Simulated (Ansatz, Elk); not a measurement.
**How far do independent atoms describe CaV3?**

Structure refinements treat a crystal as free atoms side by side. For a made-up structure of CaV3 (cell and positions from a PBE relaxation) the runs below show what the calculated density changes in F(hkl).

Main program and level: Elk 11.2.3 (patched build); DFT, PBE, all-electron APW+lo, Dirac cores, scalar-relativistic bands, static density, no spin.

The structure was built from a prototype and need not be the compound's stable phase.

**1. The starting structure**

The structure is cubic, space group Pm-3m (No. 221). Conventional cell: a = 4.101 Å, b = 4.101 Å, c = 4.101 Å, α = 90.00°, β = 90.00°, γ = 90.00°. Nearest to V lie 4 Ca at 2.90 Å and 8 V at 2.90 Å. Nearest to Ca lie 12 V at 2.90 Å. Farther neighbours are not listed.

**2. Ground state and structure factors**

An all-electron density is needed, since X-rays see the cores too. Task 0 finds the density and task 195 Fourier-transforms it; tshift is off so that phases refer to the origin typed.

The input, elk.in:

```
tasks
  0
  195

xctype
  20

spinpol
  .false.

rgkmax
  7.0

gmaxvr
  14.0

lmaxo
  7

lmaxapw
  8

swidth
  0.002

tshift
  .false.

hmaxvr
  5.5

maxscl
  120

epspot
  1e-06

sppath
  './'

avec
  7.74943164319 0.00000000000 -0.00000000000
  0.00000000000 7.74943164319 0.00000000000
  -0.00000000000 0.00000000000 7.74943164319

atoms
  2
  'V.in'
  3
  -0.0000000000 0.5000000000 0.5000000000   0.000000 0.000000 0.000000
  0.5000000000 -0.0000000000 0.5000000000   0.000000 0.000000 0.000000
  0.5000000000 0.5000000000 -0.0000000000   0.000000 0.000000 0.000000
  'Ca.in'
  1
  -0.0000000000 0.0000000000 0.0000000000   0.000000 0.000000 0.000000

ngridk
  6 6 6
```

Command:

```bash
OMP_NUM_THREADS=4 elk
```

Numbers of over 12 decimals in the logs are rounded to 6 here.

What it wrote:

```text
┌─────────────────────────┐
│ Elk code version 11.2.3 │
└─────────────────────────┘

All units are atomic (Hartree, Bohr, etc.)

┌─────────────────────────────────────────────────┐
│ Ground-state run starting from atomic densities │
└─────────────────────────────────────────────────┘

Lattice vectors :
   7.749431643       0.000000000      -0.000000000
   0.000000000       7.749431643       0.000000000
  -0.000000000       0.000000000       7.749431643

Reciprocal lattice vectors :
  0.8107930486      -0.000000000       0.000000000
  -0.000000000      0.8107930486      -0.000000000
   0.000000000      -0.000000000      0.8107930486

Unit cell volume      :    465.3819717
Brillouin zone volume :   0.5330034864

Muffin-tin inner radius fraction :   0.1000000000E-01

Nuclei treated as point charges

Species : 1 (V)
 parameters loaded from : V.in
 name : vanadium
 nuclear charge    :   -23.00000000
 electronic charge :    23.00000000
 atomic mass :    92860.67382
 muffin-tin radius :    2.400000000
 number of radial points in muffin-tin :    993
 inner part over the whole radius :   0.9920165687E-02
 number on inner part of muffin-tin    :    699
 approximate nuclear radius :   0.6897515165E-04
 number of mesh points to nuclear radius :    327
 atomic positions (lattice), magnetic fields (Cartesian) :
  1 :   0.00000000  0.50000000  0.50000000    0.00000000  0.00000000  0.00000000
  2 :   0.50000000  0.00000000  0.50000000    0.00000000  0.00000000  0.00000000
  3 :   0.50000000  0.50000000  0.00000000    0.00000000  0.00000000  0.00000000

Species : 2 (Ca)
 parameters loaded from : Ca.in
 name : calcium
 nuclear charge    :   -20.00000000
 electronic charge :    20.00000000
 atomic mass :    73057.72475
 muffin-tin radius :    2.400000000
 number of radial points in muffin-tin :    993
 inner part over the whole radius :   0.9970789793E-02
 number on inner part of muffin-tin    :    698
 approximate nuclear radius :   0.6614485811E-04
 number of mesh points to nuclear radius :    321
 atomic positions (lattice), magnetic fields (Cartesian) :
  1 :   0.00000000  0.00000000  0.00000000    0.00000000  0.00000000  0.00000000

Total number of atoms per unit cell :    4
Total muffin-tin volume :    231.6233432
 ratio of muffin-tin to unit cell volume :   0.4977058787

Spin treatment :
 spin-unpolarised

Number of Bravais lattice symmetries :   48
Number of crystal symmetries         :   48
Crystal has inversion symmetry
Real symmetric eigensolver will be used

k-point grid :      6     6     6
k-point offset :    0.000000000       0.000000000       0.000000000
k-point set is reduced with full crystal symmetry group
Total number of k-points :       20

Muffin-tin radius times maximum |G+k| :    7.000000000
 using average radius
Maximum |G+k| for APW functions       :    2.916666667
Maximum (1/2)|G+k|²                   :    4.253472222
Maximum |G| for potential and density :    14.00000000
Constant for pseudocharge density :    8
 order of it for each species :   15  15
 order of it for pair densities of each species (exact exchange by exxq0 0: 16) :   10  10
Radial integration step length :    1

G-vector grid sizes :     35    35    35
Number of G-vectors :    21631

Maximum angular momentum used for
 APW functions            :    8
 outer part of muffin-tin :    7
 inner part of muffin-tin :    2

Total nuclear charge    :   -89.00000000
Total core charge       :    40.00000000
Total valence charge    :    49.00000000
Total excess charge     :    0.000000000
Total electronic charge :    89.00000000

Effective Wigner radius, rₛ :    1.076738676

Number of empty states         :     16
Total number of valence states :     41
Total number of core states    :     40

Third-order local-orbitals added for an l without core states : T
Total number of local-orbitals :     62

Exchange-correlation functional :     20     0     0
 Perdew-Burke-Ernzerhof, Phys. Rev. Lett. 77, 3865 (1996)
 gradient requirement :    1
[...]
Madelung                    :     -4212.8824312446
 xc potential                :     -216.33949901295
 exchange                    :     -167.85081891067
 correlation                 :     -3.893877
 electron entropic           :    -0.33193862710605E-02
 total energy                :     -3528.8485477568

Density of states at Fermi energy :    267.6452557
 (states/Hartree/unit cell)

Estimated indirect band gap :   0.1746259193E-02
 from k-point 6 to k-point 14
Estimated direct band gap   :   0.2013093474E-02
 at k-point 6

Charges :
 core                        :    40.00000000
 valence                     :    49.00000000
 interstitial                :    6.743230316
 muffin-tins (core leakage)
  species : 1 (V)
   atom 1                    :    21.18710776     ( -0.2221814768E-06)
   atom 2                    :    21.18710776     ( -0.2221814768E-06)
[...]
species : 2 (Ca)
[...]
total in muffin-tins        :    82.25676968
 total calculated charge     :    88.99970036
 total charge                :    89.00000000
 error                       :   0.2996378751E-03

RMS change in Kohn-Sham potential (target) :   0.3226385707     (  0.1000000000E-05)
Absolute change in total energy (target)   :   0.1475912344     (  0.1000000000E-03)

[... loops 3 to 13 left out ...]

┌──────────────────┐
│ Loop number : 14 │
└──────────────────┘

Energies :
 Fermi                       :     0.268642
 sum of occupied eigenvalues :     -2056.9259375731
 electron kinetic            :      3563.3667525442
 core electron kinetic       :      3268.5256024862
 Coulomb                     :     -6919.1596539927
 Coulomb potential           :     -5396.8652815014
 nuclear-nuclear             :     -586.77805549511
 electron-nuclear            :     -7287.7442664700
 Hartree                     :      955.36266797237
 Madelung                    :     -4220.7270132421
 xc potential                :     -223.42740861588
 exchange                    :     -168.52353640668
 correlation                 :     -3.889702
 electron entropic           :    -0.32727284049513E-02
 total energy                :     -3528.2094128170

Density of states at Fermi energy :    257.6681047
 (states/Hartree/unit cell)

Estimated indirect band gap :   0.9036039819E-03
 from k-point 6 to k-point 14
Estimated direct band gap   :   0.1687387652E-02
 at k-point 6

Charges :
 core                        :    40.00000000
 valence                     :    49.00000000
 interstitial                :    6.117527529
 muffin-tins (core leakage)
  species : 1 (V)
[...]
species : 2 (Ca)
[...]
total in muffin-tins        :    82.88247247
 total calculated charge     :    88.99971272
 total charge                :    89.00000000
 error                       :   0.2872775916E-03

RMS change in Kohn-Sham potential (target) :   0.6157295990E-06 (  0.1000000000E-05)
Absolute change in total energy (target)   :   0.4151791290E-04 (  0.1000000000E-03)

Convergence targets achieved

┌──────────────────┐
│ Loop number : 15 │
└──────────────────┘

Energies :
 Fermi                       :     0.268642
 sum of occupied eigenvalues :     -2056.9259408290
 electron kinetic            :      3563.3667418563
 core electron kinetic       :      3268.5256052129
 Coulomb                     :     -6919.1596457634
 Coulomb potential           :     -5396.8652897468
 nuclear-nuclear             :     -586.77805549511
 electron-nuclear            :     -7287.7442414722
 Hartree                     :      955.36265120390
 Madelung                    :     -4220.7270008900
 xc potential                :     -223.42739293848
 exchange                    :     -168.52353534093
 correlation                 :     -3.889702
 electron entropic           :    -0.32727261735824E-02
 total energy                :     -3528.2094142126

Density of states at Fermi energy :    257.6679354
 (states/Hartree/unit cell)

Estimated indirect band gap :   0.9036236726E-03
 from k-point 6 to k-point 14
Estimated direct band gap   :   0.1687404858E-02
 at k-point 6

Charges :
 core                        :    40.00000000
 valence                     :    49.00000000
 interstitial                :    6.117528471
 muffin-tins (core leakage)
  species : 1 (V)
[...]
atom 2                    :    21.47746700     ( -0.2221836759E-06)
   atom 3                    :    21.47746700     ( -0.2221836759E-06)
  species : 2 (Ca)
   atom 1                    :    18.45007053     ( -0.1982803965E-06)
 total in muffin-tins        :    82.88247153
 total calculated charge     :    88.99971272
 total charge                :    89.00000000
 error                       :   0.2872777915E-03

┌──────────────────────────────┐
│ Self-consistent loop stopped │
└──────────────────────────────┘

Wrote STATE.OUT
```

It took 18 s on 4 threads of Arm Neoverse V1, shared host; peak memory 0.14 GiB; 45 s of CPU time.

SFACRHO.OUT:

```text

h k l indices transformed by vhmat matrix:
   1.000000000       0.000000000       0.000000000    
   0.000000000       1.000000000       0.000000000    
   0.000000000       0.000000000       1.000000000    

      h      k      l  multipl.   |H|            Re(F)            Im(F)           |F|

      0      0      0      1   0.0000000       89.000000     -0.18450412E-16   89.000000    
     -1      0      0      6  0.81079305      -3.0330991     -0.45157323E-14   3.0330991    
      1     -1      0     12   1.1466345      -2.7266559      0.34015606E-14   2.7266559    
     -1     -1     -1      8   1.4043348       63.472057      0.12077357E-13   63.472057    
      0      0     -2      6   1.6215861       59.576954      0.76949174E-14   59.576954    
     -1     -2      0     24   1.8129884      -2.2001008     -0.36169166E-14   2.2001008    
      1     -2      1     24   1.9860293      -2.1897901     -0.69661951E-14   2.1897901    
      0      2     -2     12   2.2932691       49.233438     -0.50305355E-14   49.233438    
      0     -3      0      6   2.4323791      -1.9995551     -0.89966076E-14   1.9995551    
     -1      2     -2     24   2.4323791      -2.1361291     -0.77942952E-14   2.1361291    
      3      1      0     24   2.5639527      -1.9519838      0.40913525E-16   1.9519838    
      1     -3      1     24   2.6890963       43.882874      0.27549906E-14   43.882874    
     -2      2      2      8   2.8086695       42.602634     -0.54527283E-14   42.602634    
     -3      2      0     24   2.9233559      -1.6479981     -0.79428108E-14   1.6479981    
     -3      1      2     48   3.0337098      -1.5885247      0.52773711E-15   1.5885247    
      0     -4      0      6   3.2431722       37.879039      0.96402276E-14   37.879039    
      2     -2     -3     24   3.3429854      -1.3914404     -0.33295265E-14   1.3914404    
      4     -1      0     24   3.3429854      -1.3198021     -0.23296741E-14   1.3198021
```

Elk indexes on the primitive cell of elk.in and gives |H| = 4π sin θ/λ in inverse bohr. Below, one row stands for each form hkl of the conventional cell (m members, Friedel mates merged), F is for one primitive cell and the density is static (no thermal factor). Free-atom factors are Waasmaier and Kirfel's, and R is Σm||F|−|F'||/Σm|F|.

| hkl | m | sin θ/λ (Å⁻¹) | abs F, DFT | neutral atoms | diff. |
| --- | --- | --- | --- | --- | --- |
| 100 | 6 | 0.122 | 3.033 | 3.067 | -0.034 |
| 110 | 12 | 0.172 | 2.727 | 2.828 | -0.101 |
| 111 | 8 | 0.211 | 63.472 | 63.956 | -0.484 |
| 200 | 6 | 0.244 | 59.577 | 60.066 | -0.489 |
| 210 | 24 | 0.273 | 2.200 | 2.417 | -0.217 |
| 211 | 24 | 0.299 | 2.190 | 2.321 | -0.131 |
| 220 | 12 | 0.345 | 49.233 | 49.204 | +0.029 |
| 300 | 6 | 0.366 | 2.000 | 2.047 | -0.048 |
| 221 | 24 | 0.366 | 2.136 | 2.047 | +0.089 |
| 310 | 24 | 0.386 | 1.952 | 1.956 | -0.004 |
| 311 | 24 | 0.404 | 43.883 | 43.888 | -0.005 |
| 222 | 8 | 0.422 | 42.603 | 42.461 | +0.142 |
| 320 | 24 | 0.440 | 1.648 | 1.687 | -0.039 |
| 321 | 48 | 0.456 | 1.589 | 1.602 | -0.013 |

**3. What came out**

| Quantity | Value |
| --- | --- |
| R against neutral atoms, sin θ/λ < 0.3 Å⁻¹ | 1.62 % |
| R against neutral atoms, 0.3 to 0.83 Å⁻¹ | 0.52 % |

What this shows: Independent neutral atoms miss the calculated amplitudes by R = 1.62 % below 0.3 Å⁻¹ and 0.52 % from there to 0.83 Å⁻¹; by shells, 1.10 % below 0.15 Å⁻¹ (1 form), 1.63 % 0.15 to 0.3 (5 forms), 0.24 % 0.3 to 0.45 (7 forms), 0.58 % above 0.45 (41 forms). Bonding, aspherical density and the tables' own atoms all enter these figures, and the runs don't part them. The largest change of an amplitude is -0.49 electrons, at 200. The basis has no finished test. The k-mesh has no finished test. These runs have no spin, though d or f shells may be open. Part of the difference isn't bonding: the tables are fits to free atoms and ions calculated by other methods than this functional. Thermal motion, anomalous dispersion and extinction are left out.

[Logs are printed without paths, hosts, clocks, repeated set-up lines and the standing remarks that a program may print on its own settings, such as how far it seeks lower states.]

[Hosts, paths, dates, database ids (printed as entryN), source tags and the programs' standing remarks are cut or masked in the printed files.]
